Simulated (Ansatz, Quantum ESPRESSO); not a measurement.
# The basal face of Sc: relaxation and work function, part 2 of 3

Aim: the work function of the relaxed basal face of Sc, and how far the functional matters.

Quantum ESPRESSO 7.5; plane-wave DFT, PBE, GBRV ultrasoft pseudopotentials; geometry and cross-check by Ansatz 0.2.0 with PAW datasets.

So far. Step 2 (Geometry from Ansatz of (0001)): The relaxation lowers the energy by 6 meV an atom. Held were the atoms numbered 3 and 4; the forces quoted are those on the free ones.

## (3) Ground state of (0001), PBE

Both faces of the slab are alike, so a plain periodic cell serves and symmetry is kept.

Level of this step: plane-wave DFT, PBE, GBRV ultrasoft pseudopotentials (Quantum ESPRESSO 7.5).

0001.pbe.in

```
&control
  prefix = '0001.pbe'
  outdir = './out'
  pseudo_dir = './pseudo'
  calculation = 'scf'
  tprnfor = .true.
/
&system
  ibrav = 0
  nat = 6
  ntyp = 1
  ecutwfc = 40
  ecutrho = 200
  occupations = 'smearing'
  smearing = 'mv'
  degauss = 0.02
/
&electrons
  conv_thr = 1e-07
  mixing_beta = 0.4
  electron_maxstep = 120
  mixing_mode = 'local-TF'
/
ATOMIC_SPECIES
  Sc  44.9559  sc_pbe_v1.uspp.F.UPF
CELL_PARAMETERS angstrom
  3.30999999998470 0.00000000000000 0.00000000000000
  1.65499999999235 2.86654408651325 0.00000000000000
  0.00000000000000 0.00000000000000 29.19035000000000
ATOMIC_POSITIONS crystal
  Sc  0.666666666667 0.666666666667 0.279636898580
  Sc  -0.000000000000 0.000000000000 0.365607858082
  Sc  0.666666666667 0.666666666667 0.454812635000
  Sc  0.000000000000 0.000000000000 0.545187365000
  Sc  0.666666666667 0.666666666667 0.634392159486
  Sc  0.000000000000 -0.000000000000 0.720363076941
K_POINTS automatic
  12 12 1 0 0 0
```

The run is started by

```sh
$ OMP_NUM_THREADS=1 mpirun -n 2 pw.x -nk 2 -in 0001.pbe.in > 0001.pbe.out
```

What it wrote:

```text
Program PWSCF v.7.5 starts
[citation notice left out]

     Parallel version (MPI & OpenMP), running on       2 processor cores
     Number of MPI processes:                 2
     Threads/MPI process:                     1

     MPI processes distributed on     1 nodes
[...]
Current dimensions of program PWSCF are:
     Max number of different atomic species (ntypx) = 10
     Max number of k-points (npk) =  40000
     Max angular momentum in pseudopotentials (lmaxx) =  4
     Message from routine setup:
     using ibrav=0 with symmetry is DISCOURAGED, use correct ibrav instead

     K-points division:     npool     =       2
     Subspace diagonalization in iterative solution of the eigenvalue problem:
     a serial algorithm will be used

     G-vector sticks info
     --------------------
     sticks:   dense  smooth     PW     G-vecs:    dense   smooth      PW
     Sum         547     433    139                89235    64063   11207

     Using Slab Decomposition

     bravais-lattice index     =            0
     lattice parameter (alat)  =       6.2550  a.u.
     unit-cell volume          =    1869.0569 (a.u.)^3
     number of atoms/cell      =            6
     number of atomic types    =            1
     number of electrons       =        66.00
     number of Kohn-Sham states=           40
     kinetic-energy cutoff     =      40.0000  Ry
     charge density cutoff     =     200.0000  Ry
     scf convergence threshold =      1.0E-07
     mixing beta               =       0.4000
     number of iterations used =            8  local-TF  mixing
     Exchange-correlation= SLA  PW   PBE  PBE
                           (   1   4   3   4   0   0   0)

     celldm(1)=   6.254993  celldm(2)=   0.000000  celldm(3)=   0.000000
     celldm(4)=   0.000000  celldm(5)=   0.000000  celldm(6)=   0.000000

     crystal axes: (cart. coord. in units of alat)
               a(1) = (   1.000000   0.000000   0.000000 )
               a(2) = (   0.500000   0.866025   0.000000 )
               a(3) = (   0.000000   0.000000   8.818837 )

     reciprocal axes: (cart. coord. in units 2 pi/alat)
               b(1) = (  1.000000 -0.577350  0.000000 )
               b(2) = (  0.000000  1.154701  0.000000 )
               b(3) = (  0.000000  0.000000  0.113394 )

     PseudoPot. # 1 for Sc read from file:
     ./pseudo/sc_pbe_v1.uspp.F.UPF
     Pseudo is Ultrasoft + core correction, Zval = 11.0
     Generated by new atomic code, or converted to UPF format
     Using radial grid of  849 points,  6 beta functions with:
                l(1) =   0
                l(2) =   0
                l(3) =   1
                l(4) =   1
                l(5) =   2
                l(6) =   2
     Q(r) pseudized with  6 coefficients,  rinner =    1.200   1.200   1.200
                                                       1.200   1.200

     atomic species   valence    mass     pseudopotential
     Sc               11.00    44.95590     Sc( 1.00)

     12 Sym. Ops., with inversion, found ( 6 have fractional translation)

   Cartesian axes

     site n.     atom                  positions (alat units)
         1        Sc     tau(   1) = (   1.0000000   0.5773503   2.4660722  )
         2        Sc     tau(   2) = (   0.0000000   0.0000000   3.2242361  )
         3        Sc     tau(   3) = (   1.0000000   0.5773503   4.0109184  )
         4        Sc     tau(   4) = (   0.0000000   0.0000000   4.8079184  )
         5        Sc     tau(   5) = (   1.0000000   0.5773503   5.5946010  )
         6        Sc     tau(   6) = (   0.0000000   0.0000000   6.3527645  )

     number of k points=    19  Marzari-Vanderbilt smearing, width (Ry)=  0.0200
                       cart. coord. in units 2pi/alat
        k(    1) = (   0.0000000   0.0000000   0.0000000), wk =   0.0138889
        k(    2) = (   0.0000000   0.0962250   0.0000000), wk =   0.0833333
        k(    3) = (   0.0000000   0.1924501   0.0000000), wk =   0.0833333
        k(    4) = (   0.0000000   0.2886751   0.0000000), wk =   0.0833333
        k(    5) = (   0.0000000   0.3849002   0.0000000), wk =   0.0833333
        k(    6) = (   0.0000000   0.4811252   0.0000000), wk =   0.0833333
        k(    7) = (   0.0000000  -0.5773503   0.0000000), wk =   0.0416667
        k(    8) = (   0.0833333   0.1443376   0.0000000), wk =   0.0833333
        k(    9) = (   0.0833333   0.2405626   0.0000000), wk =   0.1666667
        k(   10) = (   0.0833333   0.3367877   0.0000000), wk =   0.1666667
[...]
k(   19) = (   0.3333333  -0.5773503   0.0000000), wk =   0.0277778

     Dense  grid:    89235 G-vectors     FFT dimensions: (  30,  30, 250)

     Smooth grid:    64063 G-vectors     FFT dimensions: (  27,  27, 225)

     Estimated max dynamical RAM per process >     258.49 MB

     Estimated total dynamical RAM >     495.20 MB

     Check: negative core charge=   -0.000003

     Initial potential from superposition of free atoms

     starting charge      65.9856, renormalised to      66.0000

     negative rho (up, down):  1.125E-03 0.000E+00
     Starting wfcs are   78 randomized atomic wfcs

     total cpu time spent up to now is        5.1 secs

     per-process dynamical memory:   110.1 Mb

     Self-consistent Calculation

     iteration #  1     ecut=    40.00 Ry     beta= 0.40
     Davidson diagonalization with overlap
     ethr =  1.00E-02,  avg # of iterations =  2.0

     negative rho (up, down):  6.266E-05 0.000E+00

     total cpu time spent up to now is       12.3 secs

     total energy              =    -565.89237733 Ry
     estimated scf accuracy    <       3.90906317 Ry

     iteration #  2     ecut=    40.00 Ry     beta= 0.40
[...]
negative rho (up, down):  1.384E-06 0.000E+00

[...]
total energy              =    -565.80251798 Ry
     estimated scf accuracy    <       1.39418223 Ry

     iteration #  3     ecut=    40.00 Ry     beta= 0.40
[...]
negative rho (up, down):  3.984E-08 0.000E+00

[...]
total energy              =    -565.82048440 Ry
     estimated scf accuracy    <       0.30501778 Ry

     iteration #  4     ecut=    40.00 Ry     beta= 0.40
[...]
negative rho (up, down):  2.929E-07 0.000E+00

[...]
total energy              =    -565.80057808 Ry
     estimated scf accuracy    <       0.45525123 Ry

     iteration #  5     ecut=    40.00 Ry     beta= 0.40
[...]
negative rho (up, down):  5.171E-08 0.000E+00

[...]
negative rho (up, down):  1.439E-06 0.000E+00

[...]
total energy              =    -565.83285022 Ry
     estimated scf accuracy    <       0.27152896 Ry

     iteration # 10     ecut=    40.00 Ry     beta= 0.40
[...]
negative rho (up, down):  1.179E-05 0.000E+00

[...]
total energy              =    -565.83142840 Ry
     estimated scf accuracy    <       0.08486353 Ry

     iteration # 11     ecut=    40.00 Ry     beta= 0.40
[...]
negative rho (up, down):  1.147E-03 0.000E+00

[...]
total energy              =    -565.83178415 Ry
     estimated scf accuracy    <       0.11114554 Ry

     iteration # 12     ecut=    40.00 Ry     beta= 0.40
[...]
negative rho (up, down):  9.250E-04 0.000E+00

[...]
total energy              =    -565.83346003 Ry
     estimated scf accuracy    <       0.02166189 Ry

     iteration # 13     ecut=    40.00 Ry     beta= 0.40
[...]
negative rho (up, down):  5.946E-03 0.000E+00

[...]
total energy              =    -565.83396350 Ry
     estimated scf accuracy    <       0.02901511 Ry

     iteration # 14     ecut=    40.00 Ry     beta= 0.40
[...]
negative rho (up, down):  2.396E-03 0.000E+00

[...]
total energy              =    -565.83109981 Ry
     estimated scf accuracy    <       0.01996649 Ry

[...]
iteration # 21     ecut=    40.00 Ry     beta= 0.40
[...]
negative rho (up, down):  9.598E-04 0.000E+00

[...]
total energy              =    -565.83387494 Ry
     estimated scf accuracy    <       0.00005369 Ry

     iteration # 22     ecut=    40.00 Ry     beta= 0.40
[...]
negative rho (up, down):  9.733E-04 0.000E+00

[...]
total energy              =    -565.83387467 Ry
     estimated scf accuracy    <       0.00003424 Ry

     iteration # 23     ecut=    40.00 Ry     beta= 0.40
[...]
negative rho (up, down):  9.989E-04 0.000E+00

[...]
total energy              =    -565.83387467 Ry
     estimated scf accuracy    <       0.00002536 Ry

     iteration # 24     ecut=    40.00 Ry     beta= 0.40
[...]
negative rho (up, down):  9.819E-04 0.000E+00

[...]
total energy              =    -565.83387522 Ry
     estimated scf accuracy    <       0.00002055 Ry

     iteration # 25     ecut=    40.00 Ry     beta= 0.40
[...]
negative rho (up, down):  1.062E-03 0.000E+00

[...]
total energy              =    -565.83387188 Ry
     estimated scf accuracy    <       0.00002561 Ry

     iteration # 26     ecut=    40.00 Ry     beta= 0.40
[...]
negative rho (up, down):  9.628E-04 0.000E+00

[...]
total energy              =    -565.83387403 Ry
     estimated scf accuracy    <       0.00000157 Ry

     iteration # 27     ecut=    40.00 Ry     beta= 0.40
[...]
negative rho (up, down):  9.577E-04 0.000E+00

[...]
total energy              =    -565.83387442 Ry
     estimated scf accuracy    <       0.00000038 Ry

     iteration # 28     ecut=    40.00 Ry     beta= 0.40
[...]
negative rho (up, down):  9.659E-04 0.000E+00

[...]
End of self-consistent calculation

          k = 0.0000 0.0000 0.0000 (  8019 PWs)   bands (ev):

   -46.3520 -46.3519 -46.0245 -45.9946 -45.8624 -45.8619 -25.0765 -25.0759
   -24.8097 -24.8097 -24.8097 -24.8097 -24.7796 -24.6302 -24.5070 -24.5070
   -24.4791 -24.4791 -24.4641 -24.4173 -24.3368 -24.3368 -24.3365 -24.3365
    -1.5584  -1.1740  -0.5869   0.1775   0.9991   1.5757   3.4855   3.4856
     3.9297   4.1494   4.5071   4.7862   4.7863   4.8038   4.8039   4.9460

          k = 0.0000 0.0962 0.0000 (  8009 PWs)   bands (ev):

   -46.3497 -46.3497 -46.0217 -45.9927 -45.8603 -45.8599 -25.0728 -25.0723
   -24.8293 -24.8288 -24.8140 -24.8139 -24.7730 -24.6312 -24.5211 -24.5121
   -24.5064 -24.4827 -24.4538 -24.4201 -24.3534 -24.3523 -24.3407 -24.3403
    -1.4084  -1.0270  -0.4448   0.3135   1.1292   1.7046   3.5085   3.5113
     3.8133   4.0512   4.4465   4.6606   4.6669   4.7585   4.8740   4.8746

          k = 0.0000 0.1925 0.0000 (  7993 PWs)   bands (ev):

   -46.3436 -46.3435 -46.0141 -45.9876 -45.8547 -45.8544 -25.0628 -25.0626
   -24.8802 -24.8799 -24.8256 -24.8255 -24.7568 -24.6422 -24.5628 -24.5495
   -24.5260 -24.4926 -24.4474 -24.4306 -24.3986 -24.3910 -24.3514 -24.3509
    -0.9732  -0.6028  -0.0379   0.6977   1.4892   2.0547   3.4977   3.5292
     3.5526   3.8610   4.2742   4.3175   4.3349   4.5171   4.7221   4.9070

          k = 0.0000 0.2887 0.0000 (  7983 PWs)   bands (ev):

   -46.3351 -46.3350 -46.0033 -45.9810 -45.8470 -45.8468 -25.0498 -25.0497
   -24.9478 -24.9477 -24.8414 -24.8414 -24.7369 -24.6808 -24.6249 -24.5757
   -24.5445 -24.5065 -24.4602 -24.4588 -24.4448 -24.4251 -24.3660 -24.3652
    -0.2998   0.0445   0.5683   1.2468   1.9687   2.4878   3.2620   3.3583
     3.4546   3.7030   3.8984   3.9553   3.9876   4.4608   4.6323   4.7973

          k = 0.0000 0.3849 0.0000 (  7989 PWs)   bands (ev):

   -46.3267 -46.3266 -45.9921 -45.9748 -45.8393 -45.8392 -25.0388 -25.0387
   -25.0131 -25.0131 -24.8572 -24.8571 -24.7379 -24.7322 -24.6666 -24.5984
   -24.5626 -24.5206 -24.5125 -24.4930 -24.4476 -24.4440 -24.3805 -24.3795
     0.5240   0.8102   1.2399   1.7796   2.3222   2.7141   3.0531   3.1942
     3.3218   3.5356   3.5859   3.7560   3.7869   4.4711   4.6211   4.7024

          k = 0.0000 0.4811 0.0000 (  8003 PWs)   bands (ev):

   -46.3204 -46.3204 -45.9832 -45.9709 -45.8337 -45.8337 -25.0637 -25.0636
   -25.0281 -25.0280 -24.8688 -24.8687 -24.7813 -24.7614 -24.6654 -24.6252
   -24.5758 -24.5441 -24.5310 -24.5078 -24.4572 -24.4515 -24.3912 -24.3899
     1.3472   1.5168   1.7682   2.0630   2.3459   2.5791   2.9145   3.0910
     3.2040   3.3903   3.3969   3.8396   3.8587   4.5728   4.6547   4.7060

[...]
the Fermi energy is     3.4295 ev

!    total energy              =    -565.83387437 Ry
     estimated scf accuracy    <       0.00000009 Ry
     smearing contrib. (-TS)   =      -0.00588207 Ry
     internal energy E=F+TS    =    -565.82799230 Ry

     The total energy is F=E-TS. E is the sum of the following terms:
     one-electron contribution =   -3565.84216700 Ry
     hartree contribution      =    1779.69885436 Ry
     xc contribution           =     -79.82337107 Ry
     ewald contribution        =    1300.13869141 Ry

     convergence has been achieved in  28 iterations

     negative rho (up, down):  9.659E-04 0.000E+00

     Forces acting on atoms (cartesian axes, Ry/au):

     atom    1 type  1   force =    -0.00000000    0.00000000    0.00030788
     atom    2 type  1   force =     0.00000000    0.00000000    0.00073229
     atom    3 type  1   force =     0.00000000    0.00000000    0.00353687
     atom    4 type  1   force =    -0.00000000   -0.00000000   -0.00353687
     atom    5 type  1   force =    -0.00000000   -0.00000000   -0.00073229
     atom    6 type  1   force =     0.00000000    0.00000000   -0.00030788

     Total force =     0.005126     Total SCF correction =     0.001568
     SCF correction compared to forces is large: reduce conv_thr to get better values

[...]
=------------------------------------------------------------------------------=
   JOB DONE.
=------------------------------------------------------------------------------=
```

It took 3.4 min on 2 MPI ranks of Arm Neoverse V1, shared host; peak memory 0.56 GiB.

This step gave:

* free energy: -7698.5621 eV
* Fermi energy: 3.429 eV

## (4) Potential by pp.x of (0001)

The vacuum level is read from the electrostatic potential (plot_num = 11), averaged over planes.

0001.pbe.pot.in

```
&inputpp
  prefix = '0001.pbe'
  outdir = './out'
  filplot = '0001.pbe.pot.dat'
  plot_num = 11
/
```

The run is started by

```sh
$ OMP_NUM_THREADS=1 mpirun -n 2 pp.x -in 0001.pbe.pot.in > 0001.pbe.pot.out
```

What it wrote:

```text
[banner, memory and clock lines left out]
Program POST-PROC v.7.5 starts

          URL

     ./out/0001.pbe.save/

     IMPORTANT: XC functional enforced from input :
     Exchange-correlation= PBE
                           (   1   4   3   4   0   0   0)
     Any further DFT definition will be discarded
     Please, verify this is what you really want

     Check: negative core charge=   -0.000003

     negative rho (up, down):  9.659E-04 0.000E+00

     Calling punch_plot, plot_num =  11
     Writing data to file  0001.pbe.pot.dat
     Message from routine chdens:
     namelist plot not found or invalid, exiting
```

Wall time 1 s (2 MPI ranks); peak memory 0.17 GiB.

Read from the output:

* work function of the upper face: 3.525 eV
* slope of the potential above: 0.002233 eV/Å
* upper vacuum line continued to the top atoms, over the Fermi level: 3.513 eV
* work function of the lower face: 3.526 eV
* slope of the potential below: -0.001511 eV/Å
* lower vacuum line continued to the bottom atoms, over the Fermi level: 3.517 eV

The potential energy, planar mean oscillates, so the rows of the table below give means over windows of 2.57 Å about each position, cut where the curve ends. Its maxima inside the range that stand out by 2 % of the span (Å: eV): 9.5: 0.396, 12.0: 0.599, 14.6: 0.787, 17.2: 0.599, 19.7: 0.396. Its minima: 8.2: -12.7, 10.6: -12.2, 13.3: -12.5, 15.9: -12.5, 18.6: -12.2, 21.0: -12.7.

Electrostatic potential energy of an electron; zero at the Fermi level. Potential energy, planar mean against z; means over each step:

z (Å), potential energy, planar mean (eV) and a bar from the least value:
```
     1.28        3.5 ##############################
     3.85        3.5 ##############################
     6.42        0.8 #####################
     8.99       -5.6 
    11.56       -5.2 ##
    14.13       -5.1 ##
    16.70       -5.3 #
    19.27       -5.5 #
    21.84       -4.3 ####
    24.41        3.4 ##############################
    26.98        3.5 ##############################
```

(Part 2 of 3 ends here.)

[Logs are printed without paths, hosts, clocks, repeated set-up lines and the standing remarks that a program may print on its own settings, such as how far it seeks lower states.]

[Hosts, paths, dates, database ids (printed as entryN), source tags and the programs' standing remarks are cut or masked in the printed files.]

[Maps of the electrostatic potential energy from Ansatz leave out the sawtooth potential of an applied field or a dipole correction, so their vacuum need not be flat; planar profiles and work functions include it.]
